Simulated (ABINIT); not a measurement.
# Quasiparticle gap of SiC (Moissanite) in ABINIT

Wanted: ground state, empty states, screening and self-energy for SiC (Moissanite).

Calculated with ABINIT 10.8.3; PBE and many-body steps on it, plane waves.

**What was measured.**

- Gap 3.33 eV: band gap at cryogenic temperature; bulk crystal (literature value) (quoted in “Silicon carbide diodes for neutron detection”, 2020, arxiv:2009.14696).

Most raw output is cut from this account.

### Step 1. Starting point

Symmetry: P6_3mc, No. 186, hexagonal system. Conventional cell: a = 3.076 Å, b = 3.076 Å, c = 5.048 Å, α = 90.00°, β = 90.00°, γ = 120.00°. Si has 4 C at 1.87 to 1.94 Å nearest. Nearest to C lie 4 Si at 1.87 to 1.94 Å. Farther neighbours are not listed.

The cell and positions come from the Crystallography Open Database and are kept as given unless a step says otherwise.

### Step 2. Ground state

This step: ABINIT 10.8.3; DFT, PBE, plane waves, norm-conserving pseudopotentials.

The ground-state density comes first.

The input, run.abi:

```
acell 3*1.0 Angstrom
rprim 
  3.075999999976 0.000000000005 0.000000000000
  -1.537999999993 2.663894142018 0.000000000000
  0.000000000000 0.000000000000 5.048000000000
ntypat 2
znucl 14 6
natom 4
typat 1 1 2 2
xred 
  0.333333333333 0.666666666667 0.000000000000
  0.666666666667 0.333333333333 0.500000000000
  0.333333333333 0.666666666667 0.385000000000
  0.666666666667 0.333333333333 0.885000000000
pp_dirpath "pseudos"
pseudos "Si.upf, C.upf"
ecut 37
ngkpt 6 6 4
nshiftk 1
shiftk 0 0 0
kptopt 1
chksymbreak 0
nband 14
occopt 1
tolvrs 1e-10
nstep 60
prtwf 0
optforces 0
optstress 0
indata_prefix "in"
outdata_prefix "out"
tmpdata_prefix "tmp"
```

Launch:

```console
$ OMP_NUM_THREADS=1 mpirun -n 4 abinit run.abi > log
```

It took 6.7 s on 4 MPI ranks of Arm Neoverse V2, shared host; peak memory 0.29 GiB; 26 s of CPU time.

This step gave:

* total energy: -558.8537 eV
* gap: 2.329 eV
* k of the valence top: 0, 0, 0
* k of the conduction bottom: 0.3333, 0.3333, 0
* least direct gap: 4.083 eV

The gap is indirect, with the least direct gap 1.75 eV higher.

### Step 3. Bands along the symmetry lines

Levels along a band path, at the cheap level, show where the edges lie and whether the meshes to come will hold them.

The input, run.abi:

```
acell 3*1.0 Angstrom
rprim 
  3.075999999976 0.000000000005 0.000000000000
  -1.537999999993 2.663894142018 0.000000000000
  0.000000000000 0.000000000000 5.048000000000
ntypat 2
znucl 14 6
natom 4
typat 1 1 2 2
xred 
  0.333333333333 0.666666666667 0.000000000000
  0.666666666667 0.333333333333 0.500000000000
  0.333333333333 0.666666666667 0.385000000000
  0.666666666667 0.333333333333 0.885000000000
pp_dirpath "pseudos"
pseudos "Si.upf, C.upf"
ecut 37
iscf -2
irdden 1
kptopt 0
nkpt 75
kpt 
  0.00000000 0.00000000 0.00000000
  0.06250000 0.00000000 0.00000000
  0.12500000 0.00000000 0.00000000
  0.18750000 0.00000000 0.00000000
  0.25000000 0.00000000 0.00000000
  0.31250000 0.00000000 0.00000000
  0.37500000 0.00000000 0.00000000
  0.43750000 0.00000000 0.00000000
  0.50000000 0.00000000 0.00000000
  0.47916667 0.04166667 0.00000000
  0.45833333 0.08333333 0.00000000
  0.43750000 0.12500000 0.00000000
  0.41666666 0.16666666 0.00000000
  0.39583333 0.20833333 0.00000000
  0.37500000 0.25000000 0.00000000
  0.35416666 0.29166666 0.00000000
  0.33333333 0.33333333 0.00000000
  0.29166666 0.29166666 0.00000000
  0.25000000 0.25000000 0.00000000
  0.20833333 0.20833333 0.00000000
  0.16666666 0.16666666 0.00000000
  0.12500000 0.12500000 0.00000000
  0.08333333 0.08333333 0.00000000
  0.04166667 0.04166667 0.00000000
  0.00000000 0.00000000 0.00000000
  0.00000000 0.00000000 0.06250000
  0.00000000 0.00000000 0.12500000
  0.00000000 0.00000000 0.18750000
  0.00000000 0.00000000 0.25000000
  0.00000000 0.00000000 0.31250000
  0.00000000 0.00000000 0.37500000
  0.00000000 0.00000000 0.43750000
  0.00000000 0.00000000 0.50000000
  0.06250000 0.00000000 0.50000000
  0.12500000 0.00000000 0.50000000
  0.18750000 0.00000000 0.50000000
  0.25000000 0.00000000 0.50000000
  0.31250000 0.00000000 0.50000000
  0.37500000 0.00000000 0.50000000
  0.43750000 0.00000000 0.50000000
  0.50000000 0.00000000 0.50000000
  0.47916667 0.04166667 0.50000000
  0.45833333 0.08333333 0.50000000
  0.43750000 0.12500000 0.50000000
  0.41666666 0.16666666 0.50000000
  0.39583333 0.20833333 0.50000000
  0.37500000 0.25000000 0.50000000
  0.35416666 0.29166666 0.50000000
  0.33333333 0.33333333 0.50000000
  0.29166666 0.29166666 0.50000000
  0.25000000 0.25000000 0.50000000
  0.20833333 0.20833333 0.50000000
  0.16666666 0.16666666 0.50000000
  0.12500000 0.12500000 0.50000000
  0.08333333 0.08333333 0.50000000
  0.04166667 0.04166667 0.50000000
  0.00000000 0.00000000 0.50000000
  0.50000000 0.00000000 0.50000000
  0.50000000 0.00000000 0.43750000
  0.50000000 0.00000000 0.37500000
  0.50000000 0.00000000 0.31250000
  0.50000000 0.00000000 0.25000000
  0.50000000 0.00000000 0.18750000
  0.50000000 0.00000000 0.12500000
  0.50000000 0.00000000 0.06250000
  0.50000000 -0.00000000 0.00000000
  0.33333333 0.33333333 0.50000000
  0.33333333 0.33333333 0.43750000
  0.33333333 0.33333333 0.37500000
  0.33333333 0.33333333 0.31250000
  0.33333333 0.33333333 0.25000000
  0.33333333 0.33333333 0.18750000
  0.33333333 0.33333333 0.12500000
  0.33333333 0.33333333 0.06250000
  0.33333333 0.33333333 0.00000000
istwfk *1
nband 15
nbdbuf 2
tolwfr 1e-08
nstep 40
prtwf 0
prtvol 0
indata_prefix "in"
outdata_prefix "out"
tmpdata_prefix "tmp"
```

Wall time 11 s (4 MPI ranks); peak memory 0.29 GiB.

Numbers from this step:

- gap: 2.329 eV
- k of the valence top: 0, 0, 0
- k of the conduction bottom: 0.3333, 0.3333, 0
- least direct gap: 4.083 eV

The gap is 2.329 eV, as in the run before at this level.

Electronic bands along the path, in eV, zero at the top of the highest filled band; v1 is the highest filled band, c1 the lowest empty one:

```tsv
point	v4	v3	v2	v1	c1	c2	c3	c4
Γ	-1.56	-0.28	-0.28	0.00	4.62	6.02	6.51	6.51
halfway	-3.22	-2.75	-0.93	-0.90	3.89	5.73	6.97	7.71
M	-5.44	-3.55	-3.26	-1.49	2.60	4.20	6.75	7.21
halfway	-5.48	-4.79	-3.34	-2.83	3.26	4.96	7.50	8.29
K	-6.51	-4.12	-4.04	-4.04	2.33	7.98	8.65	8.65
halfway	-4.36	-3.07	-1.73	-1.17	5.10	5.66	6.81	6.96
Γ	-1.56	-0.28	-0.28	0.00	4.62	6.02	6.51	6.51
halfway	-1.39	-1.39	-0.49	-0.49	4.90	6.63	6.63	6.85
A	-0.97	-0.97	-0.97	-0.97	5.71	5.71	7.17	7.17
halfway	-3.07	-3.07	-1.96	-1.96	4.36	4.36	7.13	7.13
L	-2.69	-2.69	-2.34	-2.34	3.17	3.17	5.00	5.00
halfway	-4.46	-4.46	-1.95	-1.95	4.12	4.12	6.12	6.12
H	-5.86	-5.86	-1.75	-1.75	4.82	4.82	5.97	5.97
halfway	-3.19	-3.19	-2.64	-2.64	5.03	5.03	7.34	7.34
A	-0.97	-0.97	-0.97	-0.97	5.71	5.71	7.17	7.17
jump to L	-2.69	-2.69	-2.34	-2.34	3.17	3.17	5.00	5.00
halfway	-4.17	-3.32	-2.34	-1.90	2.93	3.18	6.41	6.84
M	-5.44	-3.55	-3.26	-1.49	2.60	4.20	6.75	7.21
jump to H	-5.86	-5.86	-1.75	-1.75	4.82	4.82	5.97	5.97
halfway	-6.66	-4.76	-2.85	-2.85	3.52	6.34	6.34	7.68
K	-6.51	-4.12	-4.04	-4.04	2.33	7.98	8.65	8.65
```

### Step 4. Empty states on the mesh, 6×6×4 mesh, 109 bands

The sums over transitions need many empty states on a uniform mesh; this step solves for them.

The input, run.abi:

```
acell 3*1.0 Angstrom
rprim 
  3.075999999976 0.000000000005 0.000000000000
  -1.537999999993 2.663894142018 0.000000000000
  0.000000000000 0.000000000000 5.048000000000
ntypat 2
znucl 14 6
natom 4
typat 1 1 2 2
xred 
  0.333333333333 0.666666666667 0.000000000000
  0.666666666667 0.333333333333 0.500000000000
  0.333333333333 0.666666666667 0.385000000000
  0.666666666667 0.333333333333 0.885000000000
pp_dirpath "pseudos"
pseudos "Si.upf, C.upf"
ecut 37
ngkpt 6 6 4
nshiftk 1
shiftk 0 0 0
kptopt 1
chksymbreak 0
irdden 1
istwfk *1
nband 109
prtvol 0
optdriver 6
gwr_task "HDIAGO"
paral_kgb 0
occopt 1
indata_prefix "in"
outdata_prefix "out"
tmpdata_prefix "tmp"
```

The job ended after 1.7 min (4 MPI ranks; peak memory 2.2 GiB; 6.8 min of CPU time).

Numbers from this step:

| Property | Result |
| --- | --- |
| gap | 2.329 eV |
| k of the valence top | 0, 0, 0 |
| k of the conduction bottom | 0.3333, 0.3333, 0 |
| least direct gap | 4.083 eV |
| k points computed | 21 |
| lowest point of the top converged band, above the valence top | 81.0840 eV |

On this mesh the gap is 2.329 eV.

### Step 5. Screening, 6×6×4 mesh, 101 bands, screening to 163.3 eV

The RPA dielectric matrix is built and inverted for each q.

This step: RPA screening on PBE, plane waves, norm-conserving pseudopotentials.

run.abi, as its differences from that of step 4:

```diff
@@ -22,10 +22,11 @@
 chksymbreak 0
-irdden 1
 istwfk *1
-nband 109
-prtvol 0
-optdriver 6
-gwr_task "HDIAGO"
-paral_kgb 0
 occopt 1
+irdwfk 1
+optdriver 3
+nband 101
+ecuteps 6
+inclvkb 2
+awtr 1
+symchi 1
 indata_prefix "in"
```

It took 78 s on 4 MPI ranks; peak memory 1.1 GiB; 5.2 min of CPU time.

This step gave:

```
ε∞ with local fields, on this mesh, along the program's q direction : 6.842
the same without local fields                                       : 7.494
plasma frequency                                                    : 23.09 eV
plane waves in the screening matrix                                 : 197
```

Local fields lower ε∞ by 9 %.

### Step 6. Self-energy, 6×6×4 mesh, 101 bands, screening to 163.3 eV

The self-energy is evaluated for the states that the input lists, and the levels follow from it, in one-shot runs by the linearised quasiparticle equation.

This step: G0W0 on PBE, plane waves, norm-conserving pseudopotentials.

run.abi, as its differences from that of step 5:

```diff
@@ -25,8 +25,19 @@
 irdwfk 1
-optdriver 3
+optdriver 4
 nband 101
+gwcalctyp 0
+ecutsigx 37
+symsigma 1
+nkptgw 3
+kptgw 
+  0.0000000000 0.0000000000 0.0000000000
+  0.3333333333 0.3333333333 0.0000000000
+  0.5000000000 0.0000000000 0.0000000000
+bdgw 
+  6 10
+  7 10
+  7 10
 ecuteps 6
-inclvkb 2
-awtr 1
-symchi 1
+irdscr 1
+ppmodel 1
 indata_prefix "in"
```

Wall time 18 s (4 MPI ranks); peak memory 1.1 GiB; 71 s of CPU time.

Numbers from this step:

* G0W0 gap on the points computed: 2.921 eV
* starting gap on the mesh: 2.329 eV
* k of the valence top: 0, 0, 0
* k of the conduction bottom: 0.3333, 0.3333, 0
* Z at the valence top: 0.795
* Z at the conduction bottom: 0.825
* least direct G0W0 gap on the computed points: 4.946 eV

The gap on the mesh goes from 2.33 eV to 2.92 eV, a correction of +0.59 eV.

Limits: finite bands, cutoff and mesh. v1 is the top filled band, c1 the lowest empty one. Levels before and after the correction, in eV, zero at the valence-band top of each column:

```tsv
	conduction bottom	valence top
Kohn-Sham	2.33	0.00
G0W0	2.92	0.00
```

```tsv
	level	energy (eV)
Kohn-Sham	Γ v3-v2	-0.275
Kohn-Sham	Γ v1	0.000
Kohn-Sham	Γ c1	4.620
Kohn-Sham	Γ c2	6.019
Kohn-Sham	(0.333 0.333 0) v2-v1	-4.042
Kohn-Sham	(0.333 0.333 0) c1	2.329
Kohn-Sham	(0.333 0.333 0) c2	7.984
G0W0	Γ v3-v2	-0.300
G0W0	Γ v1	0.000
G0W0	Γ c1	5.445
G0W0	Γ c2	6.828
G0W0	(0.333 0.333 0) v2-v1	-4.454
G0W0	(0.333 0.333 0) c1	2.921
G0W0	(0.333 0.333 0) c2	9.029
```

### Step 7. Where the time went

Times are wall times on 4 MPI ranks of Arm Neoverse V2, shared host, good to a factor of about two.

```tsv
step	time	share	memory (GiB)
ground state	6.7 s	3 %	0.29
bands along the symmetry lines	11 s	5 %	0.29
empty states on the mesh	1.7 min	47 %	2.2
screening	78 s	36 %	1.1
self-energy	18 s	8 %	1.1
```

### Step 8. Outcome

```yaml
pbe_gap: 2.33 eV, indirect
g0w0_gap_on_the_mesh: 2.92 eV
gw_settings: 6×6×4 mesh, 101 bands, screening to 163.3 eV, Godby-Needs plasmon pole
known_limits: not at the basis limit
```

G0W0 moves the gap on the mesh from 2.33 eV to 2.92 eV (+0.59 eV), with Z of 0.80 and 0.82 at the edges. Local fields lower the RPA ε∞ on this mesh from 7.49 to 6.84. Only 3 of the mesh's irreducible points were corrected, so a valley elsewhere could overtake. Against experiment, by G0W0@PBE: the gap of 2.92 eV lies −0.41 eV from the measured 3.33 eV (kind not stated, quoted 2020). The calculation has static nuclei and no excitons; a measured gap holds zero-point and thermal motion, which mostly lowers it. Bands and cutoff are finite, so the gap is not at the basis limit. The miss can reach some tenths of an eV and take either sign; the mesh is an error of its own. In the G0W0 run levels were corrected at 3 k points alone, so a gap called «on the mesh» is the least over those, and an edge elsewhere would be missed.

[Paths, hosts, dates, memory and timing lines, banners, echoed tables and standing remarks are left out of the program output.]

[Logs are printed without paths, hosts, clocks, repeated set-up lines and the standing remarks that a program may print on its own settings, such as how far it seeks lower states.]

[Runs of the session that timed out or met a known fault of the program may be left out.]

[Hosts, paths, dates, database ids (printed as entryN), source tags and the programs' standing remarks are cut or masked in the printed files.]

[G0W0 gaps are taken among the corrected bands and points alone; a level outside them can change the order at an edge.]

[Where Ansatz stands beside ABINIT at settings called matched, ABINIT's density can come from a denser mesh and the files from another edition; pairs whose starting gaps differed by over 0.03 eV were left out, so agreement reads better than it is.]
